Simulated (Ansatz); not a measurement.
## Li_Cs in CsLi3Cl4 (Cmcm): charge-transition levels and formation energies

Charge states of Li_Cs in CsLi3Cl4 (Cmcm), set against the band edges. Model: a cell of 64 host atoms with 1 Cs taken out and 1 Li put in.

Method: place-levels on PBEsol runs: charge-transition levels and formation energies with image-charge correction and potential alignment at the atomic sites, in Ansatz 0.2.0.

## (1) The starting structure

The cell holds 64 atoms: 7 Cs, 25 Li and 32 Cl. Its edges and angles: a = 8.872 Å, b = 10.316 Å, c = 15.848 Å, α = 90.0°, β = 98.0°, γ = 90.0°. It derives from CsLi3Cl4 (space group Cmcm). Nearest the centre at fractional (0.327, 0.375, 0.308): Li2 at 0.00 Å, Cl41 at 3.40 Å, Cl57 at 3.40 Å, Cl9 at 3.40 Å, Cl25 at 3.40 Å, Cl48 at 3.53 Å, Cl16 at 3.53 Å, Cl42 at 3.54 Å.

Structure file:

```xyz
64
Lattice="8.8723 0.0000 0.0000 0.0000 0.0000 -10.3156 -2.2181 15.6918 0.0000" Properties=species:S:1:pos:R:3 pbc="T T T"
Cs    0.0000   10.8640   -1.2895
Li    2.2181    4.8279   -3.8684
Li    0.0000    7.1050   -1.2895
Li    2.2181   13.3716   -3.8684
Li    0.0000   14.6397   -1.2895
Li    2.2181    8.5869   -3.8684
Li    2.2181    1.0521   -3.8684
Li    0.0000    2.3202   -1.2895
Cl    0.0000    4.7410   -1.2895
Cl    0.0000    7.5825   -3.8684
Cl    0.0000   14.3721   -3.8684
Cl    2.2181    1.3198   -1.2895
Cl    2.2181   13.6154   -1.2895
Cl    2.2181   10.9509   -3.8684
Cl    2.2181    8.1093   -1.2895
Cl    0.0000    2.0764   -3.8684
Cs    0.0000   10.8640   -6.4473
Cs    2.2181    4.8279   -9.0262
Li    0.0000    7.1050   -6.4473
Li    2.2181   13.3716   -9.0262
Li    0.0000   14.6397   -6.4473
Li    2.2181    8.5869   -9.0262
Li    2.2181    1.0521   -9.0262
Li    0.0000    2.3202   -6.4473
Cl    0.0000    4.7410   -6.4473
Cl    0.0000    7.5825   -9.0262
Cl    0.0000   14.3721   -9.0262
Cl    2.2181    1.3198   -6.4473
Cl    2.2181   13.6154   -6.4473
Cl    2.2181   10.9509   -9.0262
Cl    2.2181    8.1093   -6.4473
Cl    0.0000    2.0764   -9.0262
Cs    4.4362   10.8640   -1.2895
Cs    6.6543    4.8279   -3.8684
Li    4.4362    7.1050   -1.2895
Li    6.6543   13.3716   -3.8684
Li    4.4362   14.6397   -1.2895
Li    6.6543    8.5869   -3.8684
Li    6.6543    1.0521   -3.8684
Li    4.4362    2.3202   -1.2895
Cl    4.4362    4.7410   -1.2895
Cl    4.4362    7.5825   -3.8684
Cl    4.4362   14.3721   -3.8684
Cl    6.6543    1.3198   -1.2895
Cl    6.6543   13.6154   -1.2895
Cl    6.6543   10.9509   -3.8684
Cl    6.6543    8.1093   -1.2895
Cl    4.4362    2.0764   -3.8684
Cs    4.4362   10.8640   -6.4473
Cs    6.6543    4.8279   -9.0262
Li    4.4362    7.1050   -6.4473
Li    6.6543   13.3716   -9.0262
Li    4.4362   14.6397   -6.4473
Li    6.6543    8.5869   -9.0262
Li    6.6543    1.0521   -9.0262
Li    4.4362    2.3202   -6.4473
Cl    4.4362    4.7410   -6.4473
Cl    4.4362    7.5825   -9.0262
Cl    4.4362   14.3721   -9.0262
Cl    6.6543    1.3198   -6.4473
Cl    6.6543   13.6154   -6.4473
Cl    6.6543   10.9509   -9.0262
Cl    6.6543    8.1093   -6.4473
Cl    4.4362    2.0764   -9.0262
```

Known beforehand: the electronic dielectric constant, (2.81, 2.74, 2.87), and the static one, (6.25, 6.26, 23.88), from a response run on this crystal (DFPT, PBEsol) at that run's own cell.

The cell's shortest repeat is 8.9 Å.

## (2) The runs of each charge state

A transition level is the Fermi level at which two charge states cost the same, so each charge needs its own total energy, at its own relaxed structure.

Random displacements of about 0.05 Å break the site symmetry at the start, so that the relaxation can reach a distorted minimum if there is one. Forces are taken at one point at (¼, ¼, ¼). The cell holds 1 electron more than the neutral one, with a uniform background that keeps it neutral on the whole. The electron count is odd, so at least one spin is unpaired; this run locks the moment at 1 μB.

The sampling was tested on the host first: at the k-points planned (1x1x1 shifted 0.25 0.25 0.25) its energy lies 0.000 eV an atom from the dense-mesh value, under the bound of 0.02 eV set for this test; that bounds the host's error, not the defect's.

One of the inputs; charge, spin and start change from state to state.

File qm1_M1.relax/input.yaml:

```yaml
crystal:
  lattice:
    - [4.43617348, 0.0, 0.0]
    - [0.0, 0.0, -5.15781478]
    - [-2.21808674, 15.69183597, 0.0]
  atoms:
    - { symbol: Cs, position: [0.34616592, 0.25, 0.69233184] }
    - { symbol: Cs, position: [0.65383408, 0.75, 0.30766816] }
    - { symbol: Li, position: [0.22639076, 0.25, 0.45278153] }
    - { symbol: Li, position: [0.92606864, 0.75, 0.85213728] }
    - { symbol: Li, position: [0.46647611, 0.25, 0.93295221] }
    - { symbol: Li, position: [0.77360924, 0.75, 0.54721847] }
    - { symbol: Li, position: [0.53352389, 0.75, 0.06704779] }
    - { symbol: Li, position: [0.07393136, 0.25, 0.14786272] }
    - { symbol: Cl, position: [0.15106476, 0.25, 0.30212952] }
    - { symbol: Cl, position: [0.24160676, 0.75, 0.48321353] }
    - { symbol: Cl, position: [0.45794775, 0.75, 0.9158955] }
    - { symbol: Cl, position: [0.54205225, 0.25, 0.0841045] }
    - { symbol: Cl, position: [0.93383817, 0.25, 0.86767633] }
    - { symbol: Cl, position: [0.84893524, 0.75, 0.69787048] }
    - { symbol: Cl, position: [0.75839324, 0.25, 0.51678647] }
    - { symbol: Cl, position: [0.06616183, 0.75, 0.13232367] }
  supercell: [2, 2, 1]
  defects: [{ substitution: { at: 1, symbol: Li } }]
total_charge: -1
basis:
  ecutwfc: 420
  xc_grid: 2
hamiltonian:
  xc: pbesol
kpoints:
  mp_grid: { grid: [1, 1, 1], shift: [0.25, 0.25, 0.25] }
magnetization:
  spin_polarized: true
  initial_magnetization: 1
  spin_locking: { lock_magnetization: hard }
scf:
  occupations: { method: fixed }
  max_iter: 60
output:
  forces: true
  charged_corrections: { epsilon: [2.81, 2.74, 2.87], static_epsilon: [6.25, 6.26, 23.88] }
relax:
  f_tol: 0.02
  max_steps: 80
  random_displacement: { amplitude: 0.05, seed: 5756 }
checkpoint:
  write: "../qm1_M1.relax.run"
  compress: false
  write_wavefunctions: true
  write_every: 100000
```

Run with:

```
$ ansatz run input.yaml --threads 4 --pin off --max-ram 7536MiB --backend cpu --events-out ev --progress --plain --runs-dir out
```

The relaxed structure is kept and the sampling changed to a 2×2×2 shifted mesh.

The run of this state that the levels use, under PBEsol:

File qm1_M1.point/input.yaml:

```yaml
crystal:
  checkpoint: "../qm1_M1.relax.run"
  host: checkpoint
total_charge: -1
basis:
  ecutwfc: 420
  xc_grid: 2
hamiltonian:
  xc: pbesol
kpoints:
  mp_grid: { grid: [2, 2, 2], shift: [0.5, 0.5, 0.5] }
magnetization:
  spin_polarized: true
  initial_magnetization: 1
  spin_locking: { lock_magnetization: hard }
scf:
  occupations: { method: fermi_dirac, width: 0.01 }
  max_iter: 60
output:
  forces: true
  eigenvalues: true
  charged_corrections:
    epsilon: [2.81, 2.74, 2.87]
    static_epsilon: [6.25, 6.26, 23.88]
    defect_position: [0.326917, 0.375, 0.307668]
  eigenstates: { localisation: true }
  populations: true
  efg: {}
  band_densities: [{ bands: [v1, v1] }, { bands: [c1, c1] }]
  write_density: true
  write_potential: true
  volumetric_format: npy
  elf: true
checkpoint:
  read: "../qm1_M1.relax.run"
  write: "../qm1_M1.point.run"
  compress: false
  write_wavefunctions: false
  write_every: 100000
```

Relaxations under PBEsol at one point at (¼, ¼, ¼); times on 4 threads of Intel Xeon 6975P-C (Granite Rapids), shared host:

| charge | moment (μB) | occupations | outcome | steps | largest displacement against the far atoms (Å) | time |
| --- | --- | --- | --- | --- | --- | --- |
| −1 | 1 | fixed | converged | 17 | 1.15 | 5.2 min |
| 0 | 0 | fixed | converged | 14 | 1.55 | 1.7 min |
| +1 | 1 | fixed | converged | 23 | 1.83 | 10 min |

Single points under PBEsol at a 2×2×2 shifted mesh; times on 4 threads of Intel Xeon 6975P-C (Granite Rapids), shared host:

| charge | moment (μB) | occupations | outcome | time |
| --- | --- | --- | --- | --- |
| −1 | 1 | fermi-dirac | converged | 2.6 min |
| 0 | 0 | fermi-dirac | converged | 63 s |
| +1 | 1 | fermi-dirac | converged | 3.2 min |

Distances (Å) from Li2 to the nearest atoms after relaxation with PBEsol:

| charge | moment (μB) | 1. | 2. | 3. | 4. | 5. | 6. |
| --- | --- | --- | --- | --- | --- | --- | --- |
| −1 | 1 | Cl 2.41 | Cl 2.44 | Li 3.44 | Li 3.45 | Cl 3.57 | Li 3.61 |
| 0 | 0 | Cl 2.43 | Cl 2.44 | Cl 2.54 | Cl 2.67 | Cs 3.26 | Li 3.55 |
| +1 | 1 | Cl 2.41 | Cl 2.44 | Cl 2.60 | Cl 2.64 | Li 2.91 | Cl 3.02 |

## (3) place-levels, PBEsol

A charged cell interacts with its images and the background, and its potential has another zero than the host's. place-levels removes the first by a point-charge model, screened by the static dielectric constant since the ions have relaxed around the charge, and the second by comparing potentials at atoms far from the defect.

The host is a run of the defect-free crystal in the same cutoffs, grids and k-points, so that basis and sampling errors cancel in part in the differences. The host is run in a cell of 16 atoms on a matching mesh. Its band edges are searched through the zone by a band path, so the gap is smaller than, or equal to, that on the mesh. Chemical potentials are energies per atom of Cs (bcc) and Li (bcc), run with the same functional and cutoff.

File levels.point.yaml:

```yaml
host:
  run: host.point.run
states: [qm1_M1.point.run, q0.point.run, qp1_M1.point.run]
geometry_from:
  qm1_M1.point.run: qm1_M1.relax.run
  q0.point.run: q0.relax.run
  qp1_M1.point.run: qp1_M1.relax.run
  host.point.run: host.relax.run
chemical_potentials:
  Cs:
    energy: -5585.796162
    dataset: <sha256 of the dataset>
  Li:
    energy: -202.99658
    dataset: "<sha256 of the dataset>"
epsilon: [2.81, 2.74, 2.87]
static_epsilon: [6.25, 6.26, 23.88]
vertical:
  - { from: qm1_M1.point.run, to: qm1_M1.point_neutral.run }
  - { from: qp1_M1.point.run, to: qp1_M1.point_neutral.run }
```

Run with:

```
$ ansatz place-levels levels.point.yaml -- --threads 4 --pin off --max-ram 7536MiB
```

Numbers of over 12 decimals in the logs are rounded to 6 here.

Output:

```text
[... repeated set-up lines and file paths are left out, and long positions are rounded to six places ...]
(+1/0) 0.049 eV beneath the valence edge (-0.104 eV without the band-filling correction), in the valence band
(0/-1) 5.358 eV above the valence edge, 0.006 eV under the conduction edge
formation energy of charge +1: +1.119 eV with the Fermi level at the valence edge
formation energy of charge 0: +1.070 eV with the Fermi level at the valence edge
formation energy of charge -1: +6.428 eV with the Fermi level at the valence edge
vertical -1 to 0: no energy, since no alignment is typed
  the change from vertical[0].from (qm1_M1.point.run) to vertical[0].to (qm1_M1.point_neutral.run): by its potential at epsilon [2.81, 2.74, 2.87] it stands at 0.337 0.386 0.339, with an rms radius of about 1.8 Å (1.0 0.7 1.3 Å across the planes of the cell's [...]
vertical +1 to 0: no energy, since no alignment is typed
  the change from vertical[1].from (qp1_M1.point.run) to vertical[1].to (qp1_M1.point_neutral.run): by its potential at epsilon [2.81, 2.74, 2.87] it stands at 0.673 0.861 0.498, with an rms radius of about 4.8 Å (2.6 3.4 2.1 Å across the planes of the cell's [...]
  edges by pbesol, gap 5.364 eV; the host is sampled to repeats of 27.21 Å
  the defect's cells are sampled to repeats of 27.21 Å, like sampling
  charge +1: -78241.1537 eV with its correction of -0.270 eV, at epsilon [6.25, 6.26, 23.88], aligned at sites: -0.3836 eV, mean over 41 atomic sites at or beyond 4.44 Å from the defect at [0.3269, 0.3750, 0.3077], with -0.002967 for the charge's moments and [...]
  states[2] (qp1_M1.point.run): levels filled in part (TS 0.006 eV): its energy is of no whole electron's
  charge 0: +0.000 eV for its dipole among its images, -0.001 omitted
  charge -1: -78232.2271 eV with its correction of +0.327 eV, at epsilon [6.25, 6.26, 23.88], aligned at sites: -0.2136 eV, mean over 41 atomic sites at or beyond 4.44 Å from the defect at [0.3269, 0.3750, 0.3077], with +0.002631 for the charge's moments and [...]
  of states[2] (qp1_M1.point.run): it parts from the run at its places by a charge that spreads by about 3.4 Å along one vector (1.8 Å or more is wide), by its potential at epsilon [2.81, 2.74, 2.87], taken for that of held ions (one typed too small widens [...]
  of states[1] (q0.point.run): its displacements don't fall off away from the defect: farther atoms stand 0.02 Å off the host's places. [...]
  vertical[1].from (qp1_M1.point.run): levels filled in part (TS 0.006 eV): its energy is of no whole electron's
  of vertical[1].from (qp1_M1.point.run): it parts from the run at its places by a charge that spreads by about 3.4 Å along one vector (1.8 Å or more is wide), by its potential at epsilon [2.81, 2.74, 2.87], taken for that of held ions (one typed too small [...]
```

Run time: 0.28 s. Hardware: 4 threads of Intel Xeon 6975P-C (Granite Rapids), shared host.

Levels between the charges placed, in eV above the valence top:

|  | gap (eV) | (+1/0) | (0/−1) |
| --- | --- | --- | --- |
| PBEsol | 5.36 | -0.05 | 5.36 |

Corrections by state:

| charge | moment (μB) | image terms and alignment (eV) | band filling (eV) | ε used | over the lowest of its charge, as the program ranks them, band filling apart (eV) |
| --- | --- | --- | --- | --- | --- |
| +1 | 1.0 | -0.270 | -0.055 | principal values (6.25, 6.26, 23.88) | 0.000 |
| 0 | 0.0 | 0.000 | - | - | 0.000 |
| −1 | 1.0 | 0.327 | - | principal values (6.25, 6.26, 23.88) | 0.000 |

The charged structures listed were also run neutral, and place-levels reads from each pair, by the potential or the spins, how wide the charge is by which they differ; that can be the carrier of either run.

| charge | rms radius (Å) | spread where it is widest against the cell (Å) | wide from (Å) | reading |
| --- | --- | --- | --- | --- |
| +1 | 4.8 | 3.39 | 1.79 | wide |
| −1 | 1.8 | 0.97 | 1.52 | narrow |

The neutral runs of these pairs need not share the spin of the lowest neutral state, and very wide values only mean spread over the cell.

From the program's caveats on the states, each cut to its opening words:

- charge +1 (1 μB): it parts from the run at its places by a charge that spreads by about 3.4 Å along one vector (1.8 Å or more is wide), by its potential at epsilon [2.81, 2.74, [...]
- charge +1 (1 μB): a band-filling correction moves a carrier to the host's band edge, which changes its energy by -0.055 eV
- charge +1 (1 μB): its alignment with the host at atomic sites is doubtful: the mean over the far sites moves by +0.0612 eV from their farther parts to their nearer, more than [...]
- charge 0: its displacements don't fall off away from the defect: farther atoms stand 0.02 Å off the host's places

Formation energies (eV), elemental references (Δμ(Cs) = 0.00 eV, Δμ(Li) = 0.00 eV):

| charge | Fermi level at the valence top | at the conduction bottom |
| --- | --- | --- |
| +1 | 1.12 | 6.48 |
| 0 | 1.07 | 1.07 |
| −1 | 6.43 | 1.06 |

## (4) The same at the relaxations' own k-points

The relaxations' own energies give the levels at their sampling, for comparison.

File levels.relax_mesh.yaml:

```yaml
host:
  run: host.relax.run
states: [qm1_M1.relax.run, q0.relax.run, qp1_M1.relax.run]
chemical_potentials:
  Cs:
    energy: -5585.796162
    dataset: <sha256 of the dataset>
  Li:
    energy: -202.99658
    dataset: "<sha256 of the dataset>"
```

Run with:

```
$ ansatz place-levels levels.relax_mesh.yaml -- --threads 4 --pin off --max-ram 7536MiB
```

Output:

```text
(+1/0) 0.000 eV above the valence edge (-0.069 eV without the band-filling correction), 5.364 eV under the conduction edge
(0/-1) 5.358 eV above the valence edge, 0.005 eV under the conduction edge
formation energy of charge +1: +1.069 eV with the Fermi level at the valence edge
formation energy of charge 0: +1.069 eV with the Fermi level at the valence edge
formation energy of charge -1: +6.428 eV with the Fermi level at the valence edge
  edges by pbesol, gap 5.364 eV; the host is sampled to repeats of 13.61 Å
[... the lines on each state left out ...]
```

It took 0.09 s on 4 threads.

Levels between neighbouring charges, in eV above the valence top:

|  | gap (eV) | (+1/0) | (0/−1) |
| --- | --- | --- | --- |
| one point at (¼, ¼, ¼) | 5.36 | 0.00 | 5.36 |
| a 2×2×2 shifted mesh | 5.36 | -0.05 | 5.36 |

Going from one point at (¼, ¼, ¼) to a 2×2×2 shifted mesh moves the levels that carry no band-filling term by up to 0.00 eV and formation energies against the elements by up to 0.05 eV; band-filling terms, which differ between samplings, are in these energies.

## (5) Outcome

```json
{
 "gap of the host": "5.36 eV (PBEsol)",
 "level (plus 1/0)": "0.05 eV below the valence top (-0.10 eV above the valence top without the band-filling term)",
 "level (0/minus 1)": "5.36 eV above the valence top",
 "lowest of the charges placed, just above the valence top (0.02 eV)": "0",
 "lowest of the charges placed, just below the conduction bottom (0.02 eV)": "0",
 "lowest formation energy at mid-gap of the charges run, elemental references": "1.07 eV"
}
```

In words: Of the charges placed (−1, 0 and +1), 0 is the lowest from 0.02 eV above the valence top to 0.02 eV below the conduction bottom, a gap of 5.36 eV. (0/−1) lies 0.01 eV from a band edge, less than the doubt on such levels. States placed: +1 at 1 μB; 0 at 0 μB; −1 at 1 μB. Other spin states or structures, where not listed, weren't placed. The program finds carriers beyond a band edge of the host and adds a band-filling term at charge +1 (-0.06 eV); steps to such a charge show no bound level, and a defect level inside a band would be read the same way. At charge −1, 0 and +1 the atom put in ends up to 1.8 Å from its starting place, so the name tells the start alone and the levels can join different sites. Going from one point at (¼, ¼, ¼) to a 2×2×2 shifted mesh moves the levels that carry no band-filling term by up to 0.00 eV and formation energies against the elements by up to 0.05 eV; band-filling terms, which differ between samplings, are in these energies. The program doubts the alignment of potentials for at least one state, a sign that the cell is small. Keep in mind: the images are only 8.9 Å apart; PBEsol makes the gap too small and tends to spread out bound carriers; where a gas molecule sets a chemical potential or the host's formation energy, its binding is uncorrected; spin–orbit coupling, which can matter with heavy atoms, is left out.

[Logs are printed without paths, hosts, clocks, repeated set-up lines and the standing remarks that a program may print on its own settings, such as how far it seeks lower states.]

[Hosts, paths, dates, database ids (printed as entryN), source tags and the programs' standing remarks are cut or masked in the printed files.]

[Where a table of states has a column of steps, it counts the stored structures, which are thinned; the runs took as many ionic steps or more.]

[A defect's name tells the site on which it was built; relaxed atoms can leave that site.]

[For some hosts the program warned that the k-mesh of the response run may be too coarse for force constants and the static dielectric constant; such warnings are not shown here.]
